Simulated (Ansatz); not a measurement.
**GaN (P6_3mc): lattice thermal conductivity**

Wanted: κ(T), lifetimes and mean free paths for GaN.

Experimental results on record:
- thermal conductivity 210 W/m/K near room temperature (given in “Combining the AFLOW GIBBS and Elastic Libraries to efficiently and robustly screen thermo-mechanical properties of solids”, 2017, arXiv:1611.05714)

Calculated with Ansatz 0.2.0; DFT LDA, scalar-relativistic, plane waves, PAW.

The database entry behind the starting cell differs from later determinations by our own check (about 0.3 % short, ideal inner coordinate), so it need not match the best structure at ambient conditions.

## 1. The starting structure

The structure is hexagonal, space group P6_3mc (No. 186). The conventional cell has a = 3.180 Å, b = 3.180 Å, c = 5.166 Å, α = 90.00°, β = 90.00°, γ = 120.00°. Nearest to Ga lie 4 N at 1.94 to 1.95 Å. Nearest to N lie 4 Ga at 1.94 to 1.95 Å. Farther neighbours and most contacts between anions are not listed.

Structure file:

```cif
data_structure
_symmetry_space_group_name_H-M 'P 1'
_symmetry_Int_Tables_number 1
_cell_length_a 3.1800
_cell_length_b 3.1800
_cell_length_c 5.1660
_cell_angle_alpha 90.000
_cell_angle_beta 90.000
_cell_angle_gamma 120.000
_cell_volume 45.24
loop_
_atom_site_label
_atom_site_type_symbol
_atom_site_fract_x
_atom_site_fract_y
_atom_site_fract_z
_atom_site_occupancy
Ga1 Ga 0.33333 0.66667 0.00000 1
Ga2 Ga 0.66667 0.33333 0.50000 1
N3 N 0.33333 0.66667 0.37500 1
N4 N 0.66667 0.33333 0.87500 1
```

## 2. A first coarse run

A cheap single point shows whether the cell is a metal or an insulator and how far it is from rest; that sets the k-mesh and the occupations of what follows.

File input.yaml:

```yaml
crystal:
  lattice:
    - [3.18, 0.0, 0.0]
    - [-1.59, 2.753960784, 0.0]
    - [0.0, 0.0, 5.166]
  atoms:
    - { symbol: Ga, position: [0.3333333333, 0.6666666667, 0.0] }
    - { symbol: Ga, position: [0.6666666667, 0.3333333333, 0.5] }
    - { symbol: "N", position: [0.3333333333, 0.6666666667, 0.375] }
    - { symbol: "N", position: [0.6666666667, 0.3333333333, 0.875] }
kpoints:
  mp_grid: { grid: [6, 6, 4] }
hamiltonian:
  xc: lda
scf:
  occupations: { method: gaussian, width: 0.1 }
output:
  forces: true
  stress: true
  eigenvalues: true
```

Command:

```console
$ ansatz run input.yaml --threads 18 --pin off --max-ram 92160MiB --backend cuda --events-out ev --progress --plain --runs-dir out
```

Numbers of over 12 decimals in the logs are rounded to 6 here.

What it wrote:

```text
Engine: ansatz 0.2.0, aarch64-unknown-linux-gnu
Pseudopotentials: kind: paw
Pseudopotential: Ga, paw, valence charge 13, recommended cutoff 420 eV (normal), Ga.paw.azcp
Pseudopotential: N, paw, valence charge 5, recommended cutoff 420 eV (normal), N.paw.azcp
Functional definition: SPW92
  exchange = slater_x
  correlation = pw_c
device memory: the entry about to start is reckoned to put 0.8 GiB on a device that reports 182.5 GiB free
GPU FFT provider: cuFFT
GPU libraries: cuBLAS 13.8.1, cuFFT 12.4.0, cuSOLVER 12.3.2
GPU matrix products: emulated (plane waves: as basis.precision tells), large ones in fixed point in workspaces of 1.00 GiB
Crystal: 4 atoms, lattice volume = 45.242 Å³
Basis set: ecut = 420 eV, 881 PW (Γ)
Bands: 22, of which v1, the nominal top of the filled ones, is band 18 counted from 1 (17 counted from 0)
Symmetry: 12 space group operations
Space group: P63mc (ITA 186), of the structure as read, at distance tolerance 3.6e-5 Å
k-points: 21 of 144 (time reversal used)
Non-local potential: Ga, projectors of the file, l = 0: 2, l = 1: 2, l = 2: 3, l = 3: 1
Non-local potential: N, projectors of the file, l = 0: 2, l = 1: 2, l = 2: 1
PAW form: soft (Blöchl's): semilocal exchange-correlation on the pseudo side does not see the compensation charge
PAW frozen core: Ga, regenerated for the run's functional, and the local potential with it (the file was generated under x = pbe(κ = 0.804, μ = 0.219515), c = pbe(β = 0.066725))
PAW frozen core: N, regenerated for the run's functional, and the local potential with it (the file was generated under x = pbe(κ = 0.804, μ = 0.219515), c = pbe(β = 0.066725))
PAW one-centre angular grid: Ga, 590 points (default); XC on 64 Gauss nodes
PAW one-centre angular grid: N, 110 points (default); XC on 64 Gauss nodes
Initial density: superposition of atomic densities (neutral atoms: chi_scale 0, normalization atom), corrected by the library's trained network
Initial wavefunctions: pseudopotential atomic-orbital guess
GPU buffer pool allocated for 20736 grid points (all kernels)
GPU transforms: local potential and band sums: pruned to the plane-wave sphere, on 24×24×36
Functional: x = slater, c = lda
SCF iter   1: F=—  HF=-8164.190884 eV  |F-HF|=—  |Δ(HF+E_count)|=         —  Δρ=1.34e-2  dr2=7.77e-2  ethr=1.77e-3  ⟨swp⟩=4.6  Hψ=1811  notcnv=0
preconditioner: auto → Resta (q_TF=auto, 2.626 Å⁻¹)  ε∞=5.0  [insulator: Δε(μ)=1.867 eV  Ē_g=16.545 eV  σ=0.100 eV  W_gap=1.00  n_scr=22 (ndim 8)  ℏωp=33.1 eV  f_vac=0.008  D(μ)=0.00/eV (n_scr^D=0)  ε∞_Penn≈5.0]
SCF iter   2: F=—  HF=-8164.168998 eV  |F-HF|=—  |Δ(HF+E_count)|=   2.19e-2  Δρ=3.56e-3  dr2=3.30e-3  ethr=2.16e-4  ⟨swp⟩=2.3  Hψ=875  notcnv=0
SCF iter   3: F=—  HF=-8164.168120 eV  |F-HF|=—  |Δ(HF+E_count)|=   8.78e-4  Δρ=1.61e-3  dr2=5.53e-4  ethr=9.18e-6  ⟨swp⟩=1.1  Hψ=468  notcnv=0
SCF iter   4: F=—  HF=-8164.167960 eV  |F-HF|=—  |Δ(HF+E_count)|=   1.60e-4  Δρ=1.27e-4  dr2=4.00e-6  ethr=1.54e-6  ⟨swp⟩=2.1  Hψ=718  notcnv=0
SCF iter   5: F=—  HF=-8164.168014 eV  |F-HF|=—  |Δ(HF+E_count)|=   5.37e-5  Δρ=6.69e-5  dr2=1.41e-6  ethr=1.11e-8  ⟨swp⟩=2.0  Hψ=838  notcnv=0
SCF iter   6: F=-8164.168012 eV  HF=-8164.168012 eV  |F-HF|=1.04e-8  |Δ(HF+E_count)|=   1.57e-6  Δρ=1.17e-5  dr2=6.57e-8  ethr=2.78e-10  ⟨swp⟩=3.0  Hψ=2111  notcnv=0
SCF 1 converged in 6 iterations: F = -8164.168012 eV  dr2 = 6.57e-8
  greatest PAW one-centre occupation: 0.996 electrons in one spin orbital (limit 2), on the Ga atom at site 0 (counted from 0), in its partial waves of l = 2
SCF converged after 6 iterations
Free energy (F): -8164.168012 eV
Harris-Foulkes:  -8164.168012 eV  (|F-HF|=1.04e-8)
Internal energy: -8164.168012 eV  (E = F + TS)
E sigma→0 (E₀):  -8164.168012 eV
Fermi energy:    10.471644 eV
--- Per-component energies (eV) ---
  E_band       = -20.305936
  E_kinetic    = 494.158172
  E_local      = -3895.672521  (includes V_loc(G=0)·N_el)
  E_nonlocal   = 955.250412
  E_hartree    = 1788.318058
  E_xc         = -255.704310
  E_vxc        = -268.457008  (∫ρ·V_xc dr)
  E_paw        = -4070.308164  (= ΣΔE_a)
  E_vpaw       = -882.231528  (= ΣTr[D̂ρ^β])
  E_aug_tail   = 0.000021  (compensation charges beyond the density's cutoff)
  E_ewald      = -3183.826728
  E_core_change = 3.617048  (= ΣΔE_core)
  E_smearing   = -0.000000  (= −TS)
  E_closure    = -0.000000  (closes the sum)
  Σ components = -8164.168012   (vs F -8164.168012, Δ=0.00e0)
--- Forces (eV/Å), atoms counted from 1 ---
  atom   1  Ga     0.00000000     0.00000000    -0.12625123
  atom   2  Ga     0.00000000    -0.00000000    -0.12625123
  atom   3  N      0.00000000     0.00000000     0.12625987
  atom   4  N      0.00000000    -0.00000000     0.12625987
  max |Σ_I F_I| component: 1.73e-5 eV/Å
--- Stress (GPa, compression-positive) ---
       -5.167264       0.000000      -0.000000
       -0.000000      -5.167264       0.000000
       -0.000000       0.000000      -3.095261
  P = ⅓ Tr σ = -4.4766 GPa (-44.766 kbar)
--- Band table (eV; the first three rows and the last of 21) ---
  k-point 0: bands = [... 14 lower, 8.4097, 9.4211, 9.4842, 9.4842, 11.4555, 13.6776, 18.5824, 19.2214]
  k-point 1: bands = [... 14 lower, 8.5591, 8.5591, 9.3193, 9.3193, 12.6181, 13.7914, 18.1940, 18.9262]
  k-point 2: bands = [... 14 lower, 8.9324, 8.9324, 8.9324, 8.9324, 13.7121, 13.7121, 17.8574, 17.8574]
  k-point 20: bands = [... 14 lower, 5.2001, 5.2001, 7.9587, 7.9587, 15.8591, 15.8591, 16.6696, 16.6696]
```

Wall time 2.1 s (1 × NVIDIA GB200 with 18 threads of Arm Neoverse V2, shared host); peak memory 1.1 GiB; 2.3 s of CPU time.

Reading the cycles: dr2 is the Hartree energy of the density residual (eV), the measure of convergence; HF is the Harris–Foulkes estimate of the energy, which meets the free energy F at convergence.

A gap read on the k-mesh alone can miss the band edges.

This step gave:

* pressure: -4.477 GPa
* gap on the k-mesh: 1.971 eV
* volume per atom: 11.31 Å³

Force by atom:

```csv
atom,x (eV/Å),y (eV/Å),z (eV/Å),size
Ga1,0.000,0.000,-0.126,0.126
Ga2,0.000,0.000,-0.126,0.126
N3,0.000,0.000,0.126,0.126
N4,0.000,0.000,0.126,0.126
```

The start is under -4.5 GPa at this level and looks like an insulator or semiconductor on this mesh.

## 3. Finding the static equilibrium

Phonons are second derivatives about a minimum, so cell and atoms are relaxed first, inside the symmetry of the start.

input.yaml, the sections that differ from step 2:

```yaml
kpoints:
  mp_grid: { grid: [12, 12, 6] }
scf:
  occupations: { method: gaussian, width: 0.02 }
relax:
  adjacent_minimum: "off"
  f_tol: 0.005
  max_steps: 80
  cell: { stress_tol: 0.05 }
# crystal, hamiltonian, output: as in step 2
```

What it wrote:

```text
[...]
Crystal: 4 atoms, lattice volume = 45.242 Å³
Basis set: ecut = 420 eV, 881 PW (Γ)
Bands: 22, of which v1, the nominal top of the filled ones, is band 18 counted from 1 (17 counted from 0)
Symmetry: 12 space group operations
[...]
k-points: 76 of 864 (time reversal used)
[...]
SCF iter   1: F=—  HF=-8164.196358 eV  |F-HF|=—  |Δ(HF+E_count)|=         —  Δρ=1.36e-2  dr2=7.99e-2  ethr=1.77e-3  ⟨swp⟩=4.9  Hψ=6902  notcnv=0
[...]
SCF iter   2: F=—  HF=-8164.173947 eV  |F-HF|=—  |Δ(HF+E_count)|=   2.24e-2  Δρ=3.60e-3  dr2=3.35e-3  ethr=2.22e-4  ⟨swp⟩=2.3  Hψ=3171  notcnv=0
[...]
SCF iter   6: F=-8164.172944 eV  HF=-8164.172944 eV  |F-HF|=8.84e-9  |Δ(HF+E_count)|=   1.50e-6  Δρ=1.20e-5  dr2=7.23e-8  ethr=2.78e-10  ⟨swp⟩=3.0  Hψ=7656  notcnv=0
SCF 1 converged in 6 iterations: F = -8164.172944 eV  dr2 = 7.23e-8
[...]
relax step   1: F+E_penalty+E_count = -8164.17294374 eV  Δ(F+E_penalty+E_count) = +0.000e0 eV  max|allowed force component| = 1.261e-1 eV/Å  Δτ_max = 0.0000 Å  P = -4.456 GPa  Ω = 45.242 Å³  (6 SCF iters, dr2 threshold 1.00e-7 eV, accepted)
[...]
Crystal: 4 atoms, lattice volume = 44.620 Å³
Basis set: ecut = 420 eV, 869 PW (Γ)
[...]
iter 1 solved again at ethr=1.02e-5 eV; its pass at ethr=3.10e-3 eV (dr2=3.67e-3 eV) is discarded
[...]
SCF iter   2: F=—  HF=-8164.188580 eV  |F-HF|=—  |Δ(HF+E_count)|=   1.05e-3  Δρ=5.92e-4  dr2=1.52e-4  ethr=1.02e-5  ⟨swp⟩=2.0  Hψ=2417  notcnv=0
[...]
SCF iter   5: F=-8164.188617 eV  HF=-8164.188617 eV  |F-HF|=1.13e-8  |Δ(HF+E_count)|=   2.01e-6  Δρ=3.14e-5  dr2=3.14e-7  ethr=1.11e-9  ⟨swp⟩=5.4  Hψ=7785  notcnv=0
SCF 2 converged in 5 iterations: F = -8164.188617 eV  dr2 = 3.14e-7
relax step   2: F+E_penalty+E_count = -8164.18861718 eV  Δ(F+E_penalty+E_count) = -1.567e-2 eV  max|allowed force component| = 9.267e-2 eV/Å  Δτ_max = 0.0002 Å  P = -1.783 GPa  Ω = 44.620 Å³  energy of the carried Pulay correction = +2.542e-3 eV  (5 SCF iters, dr2 threshold 4.00e-7 eV, accepted)
[...]
Crystal: 4 atoms, lattice volume = 44.202 Å³
[...]
SCF 3 converged in 5 iterations: F = -8164.193106 eV  dr2 = 1.94e-7
[...]
SCF 4 converged in 3 iterations: F = -8164.193124 eV  dr2 = 1.07e-7
[...]
SCF 5 converged in 4 iterations: F = -8164.193099 eV  dr2 = 1.45e-8
[...]
SCF 6 converged in 6 iterations: F = -8164.189351 eV  dr2 = 1.33e-11
[...]
SCF 7 converged in 4 iterations: F = -8164.189465 eV  dr2 = 4.65e-9
[...]
SCF iter   1: F=—  HF=-8164.189223 eV  |F-HF|=—  |Δ(HF+E_count)|=         —  Δρ=6.06e-6  dr2=6.54e-9  ethr=2.58e-8  ⟨swp⟩=3.1  Hψ=11855  notcnv=0
[...]
SCF iter   2: F=—  HF=-8164.189335 eV  |F-HF|=—  |Δ(HF+E_count)|=   1.13e-4  Δρ=3.10e-6  dr2=1.84e-9  ethr=1.82e-11  ⟨swp⟩=2.0  Hψ=3041  notcnv=0
[...]
SCF iter   4: F=-8164.189335 eV  HF=-8164.189335 eV  |F-HF|=1.82e-12  |Δ(HF+E_count)|=  1.73e-10  Δρ=3.27e-7  dr2=3.30e-11  ethr=1.00e-12  ⟨swp⟩=3.1  Hψ=6646  notcnv=0
SCF 8 converged in 4 iterations: F = -8164.189335 eV  dr2 = 3.30e-11
relax step   8: F+E_penalty+E_count = -8164.18933520 eV  Δ(F+E_penalty+E_count) = +1.294e-4 eV  max|allowed force component| = 3.857e-5 eV/Å  Δτ_max = 0.0000 Å  P = -0.004 GPa  Ω = 44.206 Å³  stress off target by 5.41e-3 GPa  SCF on the basis re-selected at this cell (its energy is not comparable with the rows above)  (4 SCF iters)
basis re-selected at this cell: Δ(F+E_penalty+E_count) = +1.294e-4 eV, ΔP = -0.002 GPa vs the last step (what re-selecting the basis moved, of the pressure what is left beyond the Pulay correction that the steps carried, after the strain that the cell walked since its last selection, with what the two solves' SCF thresholds leave and, on support functions, any second-order correction that the steps lacked; it is no m [...]
SCF converged after 4 iterations
Free energy (F): -8164.189335 eV
[...]
Internal energy: -8164.189335 eV  (E = F + TS)
E sigma→0 (E₀):  -8164.189335 eV
Fermi energy:    10.903729 eV
[...]
--- Forces (eV/Å), atoms counted from 1 ---
  atom   1  Ga     0.00000000     0.00000000    -0.00003810
  atom   2  Ga     0.00000000    -0.00000000    -0.00003810
  atom   3  N      0.00000000     0.00000000     0.00003905
  atom   4  N     -0.00000000    -0.00000000     0.00003905
  max |Σ_I F_I| component: 1.90e-6 eV/Å
--- Stress (GPa, compression-positive) ---
       -0.005413       0.000000       0.000000
        0.000000      -0.005413       0.000000
        0.000000       0.000000       0.000171
  P = ⅓ Tr σ = -0.0036 GPa (-0.036 kbar)
--- Band table (eV; the first three rows and the last of 76) ---
  k-point 0: bands = [... 14 lower, 8.7547, 9.7864, 9.8394, 9.8394, 11.9680, 14.2116, 19.0525, 19.7452]
  k-point 1: bands = [... 14 lower, 8.8242, 8.9933, 9.7630, 9.7630, 12.6172, 14.2681, 18.8588, 19.7783]
  k-point 2: bands = [... 14 lower, 9.0156, 9.0156, 9.5581, 9.5581, 13.5948, 14.3652, 18.4524, 18.8617]
  k-point 75: bands = [... 14 lower, 5.4200, 5.4200, 8.2746, 8.2746, 16.3253, 16.3253, 17.0945, 17.0945]
--- Relaxed structure (6 steps of the walk, 6 accepted, 2 SCFs on fresh bases) ---
  F+E_penalty+E_count = -8164.18933520 eV   max|allowed force component| = 3.857e-5 eV/Å   (the final SCF, on the basis selected at the relaxed cell)
  cell:  # Å, volume = 44.2058 Å³
    - [3.151808, 5.216483756317987e-19, -5.813502415482986e-18]
    - [-1.575904, 2.729546, 2.906751207741492e-18]
    - [-9.444199207098522e-18, 0, 5.138415]
  atoms:
    - { symbol: Ga, position: [0.333333, 0.666667, -0.000703387] }
    - { symbol: Ga, position: [0.666667, 0.333333, 0.499297] }
    - { symbol: N, position: [0.333333, 0.666667, 0.375703] }
    - { symbol: N, position: [0.666667, 0.333333, 0.875703] }
```

It took 4.9 s on 1 × NVIDIA GB200 with 18 threads; peak memory 1.1 GiB.

The steps of the relaxation:

```csv
step,energy less that of the first step (eV),largest force component (eV/Å),pressure (GPa),volume (Å³)
1,0.0000,0.1261,-4.46,45.24
2,-0.0157,0.0927,-1.78,44.62
3,-0.0202,0.0351,0.13,44.20
4,-0.0202,0.0179,0.06,44.22
5,-0.0202,0.0002,0.00,44.23
6,-0.0164,0.0000,-0.12,44.23
7,-0.0165,0.0000,0.00,44.21
8*,-0.0164,0.0000,0.00,44.21
```

Relaxation steps marked * repeat the geometry before them on a plane-wave basis chosen anew for their cell, so energy and pressure can jump there. The log counts 2 steps on a newly chosen plane-wave basis, not all of them marked here; energy and pressure can jump at such steps.

Forces are held to the 12 operations that the run works with; a distortion that breaks them can't arise in this run.

```csv
"conventional cell, symmetrised",before,after,change
a (Å),3.180,3.152,-0.9 %
b (Å),3.180,3.152,-0.9 %
c (Å),5.166,5.138,-0.5 %
volume (Å³/atom),11.31,11.05,-2.3 %
```

The relaxed structure:

```xyz
4
Lattice="3.1518 0.0000 0.0000 -1.5759 2.7295 0.0000 0.0000 0.0000 5.1384" Properties=species:S:1:pos:R:3 pbc="T T T"
Ga    0.0000    1.8197   -0.0036
Ga    1.5759    0.9098    2.5656
N     0.0000    1.8197    1.9305
N     1.5759    0.9098    4.4997
```

This step gave:

* pressure: -0.003551 GPa
* gap on the k-mesh: 2.129 eV
* volume per atom: 11.05 Å³

The relaxation ends with a largest force component of 3.9e-5 eV/Å and a pressure of 0.00 GPa.

## 4. Relaxing to small residual forces and stress

The relaxation is repeated with tighter thresholds on force and stress, since phonons are sensitive to what is left; a change of mesh or smearing in the input moves the cell too.

File input.yaml:

```yaml
crystal:
  lattice:
    - [3.1518084548, 0.0, 0.0]
    - [-1.5759042274, 2.7295461897, 0.0]
    - [0.0, 0.0, 5.1384146987]
  atoms:
    - { symbol: Ga, position: [0.3333333333, 0.6666666667, -0.0007033871] }
    - { symbol: Ga, position: [0.6666666667, 0.3333333333, 0.4992966129] }
    - { symbol: "N", position: [0.3333333333, 0.6666666667, 0.3757033871] }
    - { symbol: "N", position: [0.6666666667, 0.3333333333, 0.8757033871] }
kpoints:
  mp_grid: { grid: [12, 12, 6] }
hamiltonian:
  xc: lda
scf:
  occupations: { method: fixed }
output:
  forces: true
  stress: true
  eigenvalues: true
relax:
  adjacent_minimum: "off"
  f_tol: 0.001
  max_steps: 60
  cell: { stress_tol: 0.01 }
```

What it wrote:

```text
[...]
GPU FFT provider: cuFFT
GPU libraries: cuBLAS 13.8.1, cuFFT 12.4.0, cuSOLVER 12.3.2
[...]
Crystal: 4 atoms, lattice volume = 44.206 Å³
Basis set: ecut = 420 eV, 845 PW (Γ)
Bands: 22, of which v1, the nominal top of the filled ones, is band 18 counted from 1 (17 counted from 0)
Symmetry: 12 space group operations
[...]
--- Relaxed structure (1 steps of the walk, 1 accepted, 1 SCFs on fresh bases) ---
[...]
cell:  # Å, volume = 44.2058 Å³
    - [3.151808, 0.0, 0.0]
    - [-1.575904, 2.729546, 0.0]
    - [0.0, 0.0, 5.1384146987]
  atoms:
    - { symbol: Ga, position: [0.333333, 0.666667, -0.0007033871] }
    - { symbol: Ga, position: [0.666667, 0.333333, 0.499297] }
    - { symbol: N, position: [0.333333, 0.666667, 0.3757033871] }
    - { symbol: N, position: [0.666667, 0.333333, 0.8757033871] }
[key lines of the parts left out:]
SCF converged after 6 iterations
Free energy (F): -8164.189335 eV
Fermi energy:    9.839373 eV
P = ⅓ Tr σ = -0.0036 GPa (-0.036 kbar)
```

Elapsed: 2 s, on 1 × NVIDIA GB200 with 18 threads; peak memory 1.1 GiB; 4.1 s of CPU time.

Little changed from the start: no atom moved by 0.005 Å and no cell edge by 0.1 %.

Numbers from this step:

```yaml
pressure: -0.003568 GPa
```

The residual pressure is -0.0036 GPa, small enough for phonons.

## 5. An input with a fault

This input was changed on purpose, to see how the program answers.

input.yaml, the sections that differ from step 4:

```yaml
kpoints:
  mp_grid: { grid: [9, 9, 4] }
scf:
  occupations: { method: fixed }
  max_iter: 80
output:
  eigenvalues: true
phonons:
  supercell: [3, 3, 2]
  dielectric: false
  lattice_thermal_conductivity:
    qmesh: [11, 11, 7]
    temperatures: [300]
    isotope_mass_variance:
      - { species: Ga, variance: 0.0001971 }
      - { species: "N", variance: 1.838e-05 }
# crystal, hamiltonian: as in step 4
# relax: removed
```

What it wrote:

```text
Error: invalid value for `phonons.lattice_thermal_conductivity`: set without third_order — the Boltzmann solve scatters phonons through the third-order force constants, which that block's batch computes; add phonons.third_order (supercell and pair_cutoff), or remove lattice_thermal_conductivity
```

Run time: 0.02 s. Hardware: 18 threads; peak memory 0.035 GiB.

The input was rejected at the start.

The program's message: “Error: invalid value for `phonons.lattice_thermal_conductivity`: set without third_order — the Boltzmann solve scatters phonons through the third-order force constants, which that block's batch comput …”

The fault put into the input: a conductivity without third-order constants.

[end of part 1 of 3]

[Logs are printed without paths, hosts, clocks, repeated set-up lines and the standing remarks that a program may print on its own settings, such as how far it seeks lower states.]

[Hosts, paths, dates, database ids (printed as entryN), source tags and the programs' standing remarks are cut or masked in the printed files.]

[A step with changed settings may run another functional than the one named; its input shows which.]
